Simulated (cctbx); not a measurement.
**What is wrong with this refinement?**

Cell a = 12.7710 Å, b = 3.8370 Å, c = 15.5882 Å, α = 90.00°, β = 114.06°, γ = 90.00°; space group C2/m (no. 12).

Simulated single-crystal data (cctbx): Cu Kα, λ = 1.54184 Å, to d = 0.8 Å, 50 % of the full sphere, strongest reflection 70000 counts, noise from counting, a 4 % proportional error and a noise floor of 15 counts (s.d.); no absorption.

An anisotropic refinement with weights 1/σ² prints:

```text
Rint 0.025, 167 unique reflections to 1.30 A
cycle     R1     wR2    GooF  max shift (A)
   1  0.0145  0.0389   1.319   0.00536
   2  0.0130  0.0315   1.069   0.00003
final R1 0.0130 wR2 0.0315 GooF 1.069  parameters 44  data/parameter 3.8
atom        x        y        z      Ueq    occ   su(xyz)  su(Uiso or U11)
Bi1    0.77182  0.00000  0.12654   0.0025  1.000  0.00005  0.0007
Sb1    0.14589  0.00000  0.37647   0.0067  1.000  0.00008  0.0011
S1     0.00692  0.50000  0.66655   0.0129  1.000  0.00034  0.0034
S2     0.11636  0.50000  0.95960   0.0115  1.000  0.00032  0.0035
S3     0.65817  0.50000  0.16120   0.0085  1.000  0.00034  0.0027
S4     0.14862  0.00000  0.54025   0.0102  1.000  0.00034  0.0029
Be1    0.00000  0.00000  0.00000   0.0303  1.000  0.00000  0.0291  NPD
Be2    0.00000  0.50000  0.50000   0.0098  1.000  0.00000  0.0256  NPD
difference map: max 0.40 min -0.35 rms 0.11
Q1    0.2260  0.5000  0.9566    4    0.40  1.42 A from S2
Q2    0.0149  0.0000  0.6867    4    0.38  1.88 A from Sb1
Q3    0.1845  0.0000  0.5233    4    0.36  0.62 A from S4
Q4    0.0557  0.0000  0.7861    4    0.35  2.06 A from Bi1
Q5    0.1977  0.0000  0.7121    4    0.33  2.38 A from Bi1
Q6    0.1657  0.5000  0.4498    4    0.33  2.19 A from Sb1
```

Q: Accept it or mend it, and why?

Mend it. The fault: data cut at low resolution. Against the right model at the same level, R1 goes from 0.0142 to 0.0130 and GooF from 0.98 to 1.07 and Be1 and Be2 go non-positive-definite. The atoms are right, but there are too few data for the parameters: R1 flatters and the s.u.s grow. Data per parameter fall from 16.4 to 3.8.

The compound is BeBiSbS4. The right model at the same level gives:

```text
Rint 0.026, 721 unique reflections to 0.80 A
cycle     R1     wR2    GooF  max shift (A)
   1  0.0185  0.0521   1.484   0.00311
   2  0.0142  0.0344   0.981   0.00001
final R1 0.0142 wR2 0.0344 GooF 0.981  parameters 44  data/parameter 16.4
atom        x        y        z      Ueq    occ   su(xyz)  su(Uiso or U11)
Bi1    0.77181  0.00000  0.12651   0.0023  1.000  0.00001  0.0001
Sb1    0.14592  0.00000  0.37642   0.0065  1.000  0.00003  0.0002
S1     0.00709  0.50000  0.66699   0.0140  1.000  0.00011  0.0006
S2     0.11642  0.50000  0.95974   0.0106  1.000  0.00010  0.0005
S3     0.65782  0.50000  0.16133   0.0061  1.000  0.00009  0.0005
S4     0.14860  0.00000  0.54029   0.0100  1.000  0.00011  0.0005
Be1    0.00000  0.00000  0.00000   0.0122  1.000  0.00000  0.0043
Be2    0.00000  0.50000  0.50000   0.0088  1.000  0.00000  0.0041
difference map: max 0.89 min -0.75 rms 0.20
Q1    0.2076  0.0000  0.7042    4    0.92  2.35 A from S4
Q2    0.0758  0.0000  0.2271    4    0.85  1.74 A from S3
Q3    0.1867  0.5000  0.9814    4    0.81  0.82 A from S2
Q4    0.0942  0.0000  0.0010    4    0.79  1.20 A from Be1
Q5    0.0987  0.5000  0.4810    4    0.74  1.41 A from Be2
Q6    0.1210  0.5000  0.4240    4    0.72  1.67 A from S1
```

This is a model crystal, built by substitution and not relaxed, with assumed displacement parameters.

[Middle refinement cycles are left out of these outputs.]

[Logs are printed without paths, hosts, clocks, repeated set-up lines and the standing remarks that a program may print on its own settings, such as how far it seeks lower states.]
